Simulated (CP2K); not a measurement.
Consider carboxyacetaldehyde at its PBE geometry (Å).

```xyz
10

O    -1.2260    1.1998   -1.2075
C    -1.4310    0.5051   -0.2317
C    -0.3969   -0.3651    0.4693
C     0.9498   -0.3691   -0.2127
O     1.2637   -1.1131   -1.1217
O     1.7918    0.5782    0.3037
H    -2.4442    0.4569    0.2380
H    -0.3264   -0.0250    1.5135
H    -0.7901   -1.3925    0.4840
H     2.6092    0.5249   -0.2351
```

Method: CP2K XAS_TDP, all-electron GAPW, PBEh(45%), aug-cc-pVDZ, TDA, GW2X-corrected core level, no relativity.

Q: Where do the O K-edge lines lie, and how strong are they?

Leading lines: O1 531.48 eV, O5 532.34 eV and O6 536.01 eV. The leading line of an atom is its first one with 35 % of the strongest within 2.5 eV of its lowest line over the strength cut. Core ionisation energies at this level: O5 538.22, O6 540.08 and O1 538.71 eV.

The first six lines of each atom with a strength over 0.0015:

```tsv
atom	energy (eV)	states	strength, one atom	above the computed threshold
O1 (bonded to C)	531.48	1	0.0467	
	537.88	1	0.0015	
	538.25	1	0.0021	
	539.14	1	0.0023	yes
	539.26	1	0.0020	yes
	539.89	1	0.0044	yes
O5 (bonded to C)	532.34	1	0.0396	
	536.30	1	0.0016	
	536.99	1	0.0026	
	538.84	1	0.0033	yes
	539.18	1	0.0023	yes
	539.40	1	0.0037	yes
O6 (bonded to C and H)	536.01	1	0.0165	
	536.83	1	0.0203	
	538.59	1	0.0051	
	539.30	1	0.0101	
	539.43	1	0.0032	
	539.65	1	0.0096
```

Lines are vertical, at one geometry, with no vibrational structure. GW2X ionisation energies and lines can be off by 1 to 2 eV either way, and a good line position may hide errors that cancel. These values hold no scalar relativity, about 0.4 eV for O 1s. Rydberg lines, and the discretised continuum above threshold, depend on the basis and the box.

[Banner, clock and machine lines of the logs are left out without a mark of their own.]

[Logs are printed without paths, hosts, clocks, repeated set-up lines and the standing remarks that a program may print on its own settings, such as how far it seeks lower states.]

[Hosts, paths, dates, database ids (printed as entryN), source tags and the programs' standing remarks are cut or masked in the printed files.]
